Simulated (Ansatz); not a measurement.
The compound is CaVO3 (Pm-3m).

```
Ca V O
1.0
     0.00000   -3.83041    0.00000
     0.00000    0.00000    3.83041
    -3.83041    0.00000    0.00000
Ca V O
1 1 3
Direct
  0.00000 0.00000 0.00000
  0.50000 0.50000 0.50000
  0.50000 0.50000 0.00000
  0.50000 0.00000 0.50000
  0.00000 0.50000 0.50000
```

The cell and positions are those that the Materials Project relaxed with its own functionals (PBE, PBE+U or r2SCAN), kept fixed. The program's search for lower electronic states was switched off, so nothing shows that the state found is the lowest. PAW set soft_2, made with PBE.

A constrained-RPA run (Ansatz 0.2.0; non-magnetic LDA; V t2g + anion p, bands v10 to c2, 6×6×6 mesh, medium accuracy) builds 12 functions on bands 8.7 eV wide, with 19.0 electrons in the window. The bare on-site interaction is 19.7 eV and the bare J 0.75 eV.

Question: Estimate U, U′ and J.

On the V t2g shell, U = 6.07 eV (31 % of the bare value), U′ = 4.88 eV, J = 0.60 eV.

The parent state is non-magnetic and the interaction static (zero frequency); U depends on the window and the orbitals, so it belongs to this model alone. A window that holds the anion p bands defines a model with explicit ligands; its U belongs to that model and is not the U of DFT+U.

[Paths, hosts, dates, memory and timing lines, banners, echoed tables and standing remarks are left out of the program output.]

[Logs are printed without paths, hosts, clocks, repeated set-up lines and the standing remarks that a program may print on its own settings, such as how far it seeks lower states.]

[Runs of the session that timed out or met a known fault of the program may be left out.]

[Hosts, paths, dates, database ids (printed as entryN), source tags and the programs' standing remarks are cut or masked in the printed files.]
